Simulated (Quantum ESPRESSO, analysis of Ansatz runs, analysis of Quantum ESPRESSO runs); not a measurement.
# Reproducing a measured charge-transition level: substitutional N in diamond (Quantum ESPRESSO), part 2 of 4

How near does this set-up come to the measured charge-transition level? Subject: substitutional N in diamond. Set-up: PBE, GBRV 1.5 PBE, 64-site cell, measured lattice, k: the zone centre alone then 2x2x2 shifted, started with the impurity moved along one bond, dielectric constants 5.7 and 5.7 (handbook). The model is a cell of 64 host atoms with 1 C taken out and 1 N put in. The level is the Fermi energy at which two charge states have equal formation energy, after a correction for the images of the charge. The measured lattice removes the functional's error in the volume.

Quantum ESPRESSO 7.5; PBE, GBRV 1.5 PBE, 64-site cell, measured lattice, k: the zone centre alone then 2x2x2 shifted, started with the impurity moved along one bond, dielectric constants 5.7 and 5.7 (handbook).

So far: Starting point; Relaxation, charge +1.

## Step 3: Single point, charge +1

The relaxed structure is kept, and the final numbers are taken at the final level and k-points.

This step: Quantum ESPRESSO plane-wave DFT, PBE, GBRV 1.5 PBE potentials; single point of a defect supercell.

pw.in

```
&CONTROL
  calculation = 'scf'
  prefix = 'pwscf'
  outdir = './tmp'
  pseudo_dir = './pseudo'
  tprnfor = .true.
  disk_io = 'low'
/
&SYSTEM
  ibrav = 0
  nat = 64
  ntyp = 2
  ecutwfc = 45
  ecutrho = 360
  nbnd = 132
  occupations = 'smearing'
  smearing = 'fd'
  degauss = 0.00073499
  tot_charge = 1
  nosym = .true.
/
&ELECTRONS
  conv_thr = 6d-08
  electron_maxstep = 100
  mixing_beta = 0.5
/
ATOMIC_SPECIES
C     12.0110 c_pbe_v1.2.uspp.F.UPF
N     14.0070 n_pbe_v1.2.uspp.F.UPF
CELL_PARAMETERS angstrom
   7.1334800000    0.0000000000    0.0000000000
   0.0000000000    7.1334800000    0.0000000000
   0.0000000000    0.0000000000    7.1334800000
ATOMIC_POSITIONS crystal
C      0.0004972053    0.0006395188    0.2498554198
C      0.0005045992    0.2501352306    0.0003805603
[... 1 atom line left out ...]
C      0.2493139952    0.2494843433    0.2492187708
C      0.1255871747    0.1257327462    0.3762459940
C      0.1255931668    0.3765317806    0.1254678732
C      0.3763630258    0.1257533745    0.1254784159
N      0.3753869422    0.3755519982    0.3752922139
[... 5 atom lines left out ...]
C      0.1256338214    0.3745578005    0.6250973510
C      0.3743897995    0.1257645088    0.6250960136
[... 11 atom lines left out ...]
C      0.2493690396    0.5016017656    0.5013374294
[... 9 atom lines left out ...]
C      0.6252070556    0.1257786539    0.3742843137
C      0.6252263549    0.3745483336    0.1255214559
[... 3 atom lines left out ...]
C      0.5014258185    0.2495033912    0.5013351354
[... 6 atom lines left out ...]
C      0.5014360963    0.5015770220    0.2492718193
[... 14 atom lines left out ...]
C      0.8753468026    0.8754981852    0.8752411012
K_POINTS automatic
2 2 2 1 1 1
```

pp_potential.in

```
&INPUTPP
  prefix = 'pwscf'
  outdir = './tmp'
  filplot = 'potential.dat'
  plot_num = 11
/
&PLOT
  nfile = 1
  filepp(1) = 'potential.dat'
  iflag = 3
  output_format = 6
  fileout = 'potential.cube'
/
```

The run is started by

```bash
$ OMP_NUM_THREADS=1 mpirun -n 4 pw.x -nk 2 -in pw.in > pw.out
$ OMP_NUM_THREADS=1 mpirun -n 4 pp.x -in pp_potential.in > pp_potential.out
```

Output:

```text
[banner, memory and clock lines left out]
          URL

     bravais-lattice index     =            0
     lattice parameter (alat)  =      13.4803  a.u.
     unit-cell volume          =    2449.6326 (a.u.)^3
     number of atoms/cell      =           64
     number of atomic types    =            2
     number of electrons       =       256.00
     number of Kohn-Sham states=          132
     kinetic-energy cutoff     =      45.0000  Ry
     charge density cutoff     =     360.0000  Ry
     scf convergence threshold =      6.0E-08
     mixing beta               =       0.5000
     number of iterations used =            8  plain     mixing
     Exchange-correlation= SLA  PW   PBE  PBE
                           (   1   4   3   4   0   0   0)

     celldm(1)=  13.480324  celldm(2)=   0.000000  celldm(3)=   0.000000
     celldm(4)=   0.000000  celldm(5)=   0.000000  celldm(6)=   0.000000

     crystal axes: (cart. coord. in units of alat)
               a(1) = (   1.000000   0.000000   0.000000 )
               a(2) = (   0.000000   1.000000   0.000000 )
               a(3) = (   0.000000   0.000000   1.000000 )

     reciprocal axes: (cart. coord. in units 2 pi/alat)
               b(1) = (  1.000000  0.000000  0.000000 )
               b(2) = (  0.000000  1.000000  0.000000 )
               b(3) = (  0.000000  0.000000  1.000000 )

     PseudoPot. # 1 for C  read from file:
     c_pbe_v1.2.uspp.F.UPF
     Pseudo is Ultrasoft + core correction, Zval =  4.0
     Generated by new atomic code, or converted to UPF format
     Using radial grid of  721 points,  4 beta functions with:
                l(1) =   0
                l(2) =   0
                l(3) =   1
                l(4) =   1
     Q(r) pseudized with  8 coefficients,  rinner =    1.100   1.100   1.100

     PseudoPot. # 2 for N  read from file:
     n_pbe_v1.2.uspp.F.UPF
     Pseudo is Ultrasoft + core correction, Zval =  5.0
     Generated by new atomic code, or converted to UPF format
     Using radial grid of  729 points,  4 beta functions with:
                l(1) =   0
                l(2) =   0
                l(3) =   1
                l(4) =   1
     Q(r) pseudized with  8 coefficients,  rinner =    0.900   0.900   0.900

     atomic species   valence    mass     pseudopotential
     C                 4.00    12.01100     C ( 1.00)
     N                 5.00    14.00700     N ( 1.00)

     No symmetry found

   Cartesian axes

     site n.     atom                  positions (alat units)
         1        C      tau(   1) = (   0.0004972   0.0006395   0.2498554  )
         2        C      tau(   2) = (   0.0005046   0.2501352   0.0003806  )
         3        C      tau(   3) = (   0.2499839   0.0006442   0.0003937  )
         4        C      tau(   4) = (   0.2493140   0.2494843   0.2492188  )
         5        C      tau(   5) = (   0.1255872   0.1257327   0.3762460  )
         6        C      tau(   6) = (   0.1255932   0.3765318   0.1254679  )
         7        C      tau(   7) = (   0.3763630   0.1257534   0.1254784  )
         8        N      tau(   8) = (   0.3753869   0.3755520   0.3752922  )
         9        C      tau(   9) = (   0.0002929   0.0004148   0.7503487  )
        10        C      tau(  10) = (   0.0001494   0.2505368   0.5003029  )
        11        C      tau(  11) = (   0.2503859   0.0002755   0.5002975  )
[...]
60        C      tau(  60) = (   0.7504416   0.7506074   0.7503405  )
        61        C      tau(  61) = (   0.6254897   0.6256211   0.8753298  )
        62        C      tau(  62) = (   0.6254756   0.8756046   0.6253625  )
        63        C      tau(  63) = (   0.8754331   0.6256324   0.6253626  )
        64        C      tau(  64) = (   0.8753468   0.8754982   0.8752411  )

     number of k points=     4  Fermi-Dirac smearing, width (Ry)=  0.0007
                       cart. coord. in units 2pi/alat
        k(    1) = (   0.2500000   0.2500000   0.2500000), wk =   0.5000000
        k(    2) = (   0.2500000   0.2500000  -0.2500000), wk =   0.5000000
        k(    3) = (   0.2500000  -0.2500000   0.2500000), wk =   0.5000000
        k(    4) = (   0.2500000  -0.2500000  -0.2500000), wk =   0.5000000

     Dense  grid:   282545 G-vectors     FFT dimensions: (  81,  81,  81)

     Smooth grid:    99873 G-vectors     FFT dimensions: (  60,  60,  60)

     Initial potential from superposition of free atoms

     starting charge     256.9974, renormalised to     256.0000
     Starting wfcs are  256 randomized atomic wfcs

     Self-consistent Calculation

     iteration #  1     ecut=    45.00 Ry     beta= 0.50
     Davidson diagonalization with overlap
     ethr =  1.00E-02,  avg # of iterations =  2.0

     total energy              =    -744.31221186 Ry
     estimated scf accuracy    <       3.87351244 Ry

     iteration #  2     ecut=    45.00 Ry     beta= 0.50
     Davidson diagonalization with overlap
     ethr =  1.51E-03,  avg # of iterations =  3.0

     total energy              =    -744.28811380 Ry
     estimated scf accuracy    <       0.64035499 Ry

     iteration #  3     ecut=    45.00 Ry     beta= 0.50
     Davidson diagonalization with overlap
     ethr =  2.50E-04,  avg # of iterations =  8.0

     total energy              =    -744.34019632 Ry
     estimated scf accuracy    <       0.13232194 Ry

     iteration #  4     ecut=    45.00 Ry     beta= 0.50
     Davidson diagonalization with overlap
     ethr =  5.17E-05,  avg # of iterations = 12.2

     total energy              =    -744.36480676 Ry
     estimated scf accuracy    <       0.00274832 Ry

     iteration #  5     ecut=    45.00 Ry     beta= 0.50
     Davidson diagonalization with overlap
     ethr =  1.07E-06,  avg # of iterations =  7.0

     total energy              =    -744.36549184 Ry
     estimated scf accuracy    <       0.00070253 Ry

     iteration #  6     ecut=    45.00 Ry     beta= 0.50
     Davidson diagonalization with overlap
     ethr =  2.74E-07,  avg # of iterations =  3.0

     total energy              =    -744.36560535 Ry
     estimated scf accuracy    <       0.00005781 Ry

     iteration #  7     ecut=    45.00 Ry     beta= 0.50
     Davidson diagonalization with overlap
     ethr =  2.26E-08,  avg # of iterations =  3.0

     total energy              =    -744.36561856 Ry
     estimated scf accuracy    <       0.00000506 Ry

     iteration #  8     ecut=    45.00 Ry     beta= 0.50
     Davidson diagonalization with overlap
     ethr =  1.97E-09,  avg # of iterations =  3.0

     total energy              =    -744.36561997 Ry
     estimated scf accuracy    <       0.00000040 Ry

     iteration #  9     ecut=    45.00 Ry     beta= 0.50
     Davidson diagonalization with overlap
     ethr =  1.55E-10,  avg # of iterations =  3.0

     total energy              =    -744.36562016 Ry
     estimated scf accuracy    <       0.00000007 Ry

     iteration # 10     ecut=    45.00 Ry     beta= 0.50
     Davidson diagonalization with overlap
     ethr =  2.87E-11,  avg # of iterations =  2.0

     End of self-consistent calculation

          k = 0.2500 0.2500 0.2500 ( 12479 PWs)   bands (ev):

    -8.4937  -7.2053  -6.4942  -6.4941  -5.8298  -5.3663  -5.3662  -4.9006
    -4.3202  -4.2641  -4.2640  -3.7305  -3.3060  -3.3058  -3.1835  -3.1834
    -3.1699  -2.5145  -2.3789  -2.3788  -1.7936  -1.3605  -1.3603  -1.3205
    -1.1229  -1.1229  -0.5845  -0.3926  -0.3923  -0.2956  -0.2819  -0.2818
     0.6774   0.7571   0.7573   1.4369   1.7736   1.8212   1.8213   2.0327
     2.0329   2.2306   2.2335   2.2338   2.6038   2.6844   2.6845   2.7306
     3.3251   3.3589   3.3592   3.5456   3.5693   3.5696   4.6940   4.7060
     4.7063   4.9391   4.9395   4.9804   5.3773   5.4644   5.4647   5.5146
     5.6090   5.6093   5.6714   5.8565   5.8565   5.9681   6.0007   6.0008
     6.6303   6.6306   6.7296   6.9945   6.9950   7.0377   7.0683   7.1003
[...]
17.4738  18.2353  18.2358  18.3289

          k = 0.2500 0.2500-0.2500 ( 12479 PWs)   bands (ev):

[...]
17.4729  18.2348  18.2355  18.3303

          k = 0.2500-0.2500 0.2500 ( 12479 PWs)   bands (ev):

[...]
17.4730  18.2348  18.2357  18.3298

          k = 0.2500-0.2500-0.2500 ( 12479 PWs)   bands (ev):

[...]
7.9897   8.0549   8.2174   8.2178   8.2268   8.4730   8.4732   8.5417
     8.5571   8.9581   8.9585   8.9733   9.0684   9.0688   9.1590   9.1593
     9.1739   9.3035   9.3135   9.3139   9.3562   9.3564   9.3803   9.7986
     9.7988   9.8472  10.3765  10.3768  10.5204  10.7868  10.7875  10.8522
    11.2200  11.3221  11.3222  11.4838  11.4840  11.5538  12.6575  12.6583
    17.4729  18.2347  18.2357  18.3300

     the Fermi energy is    15.0523 ev

!    total energy              =    -744.36562018 Ry
     estimated scf accuracy    <          7.2E-09 Ry
     smearing contrib. (-TS)   =       0.00000000 Ry
     internal energy E=F+TS    =    -744.36562018 Ry

     The total energy is F=E-TS. E is the sum of the following terms:
     one-electron contribution =     253.68082713 Ry
     hartree contribution      =      63.50812498 Ry
     xc contribution           =    -236.48359355 Ry
     ewald contribution        =    -825.07097875 Ry

     convergence has been achieved in  10 iterations

     Forces acting on atoms (cartesian axes, Ry/au):

     atom    1 type  1   force =    -0.00019168   -0.00023723    0.00001023
     atom    2 type  1   force =    -0.00023152    0.00001012   -0.00033315
     atom    3 type  1   force =     0.00005570   -0.00020046   -0.00038585
     atom    4 type  1   force =    -0.00082874   -0.00092986   -0.00101808
     atom    5 type  1   force =    -0.00017131   -0.00016500   -0.00057720
     atom    6 type  1   force =    -0.00020741   -0.00070737   -0.00009523
     atom    7 type  1   force =    -0.00060691   -0.00022995   -0.00014779
     atom    8 type  2   force =     0.00002333   -0.00008887   -0.00002635
     atom    9 type  1   force =    -0.00014627   -0.00002472    0.00025131
     atom   10 type  1   force =    -0.00037843   -0.00000435   -0.00012024
[...]
atom   60 type  1   force =     0.00042875    0.00031269    0.00030798
     atom   61 type  1   force =     0.00017441    0.00026655   -0.00013977
     atom   62 type  1   force =     0.00022316   -0.00023188    0.00026379
     atom   63 type  1   force =    -0.00011534    0.00020793    0.00023601
     atom   64 type  1   force =     0.00022535    0.00021556    0.00017348

     Total force =     0.005427     Total SCF correction =     0.000151
```

Wall time 85 s (4 MPI ranks of Arm Neoverse V1, shared host); peak memory 0.99 GiB.

(Continued in part 3 of 4.)

[Logs are printed without paths, hosts, clocks, repeated set-up lines and the standing remarks that a program may print on its own settings, such as how far it seeks lower states.]

[Hosts, paths, dates, database ids (printed as entryN), source tags and the programs' standing remarks are cut or masked in the printed files.]

[For some hosts the program warned that the k-mesh of the response run may be too coarse for force constants and the static dielectric constant; such warnings are not shown here.]
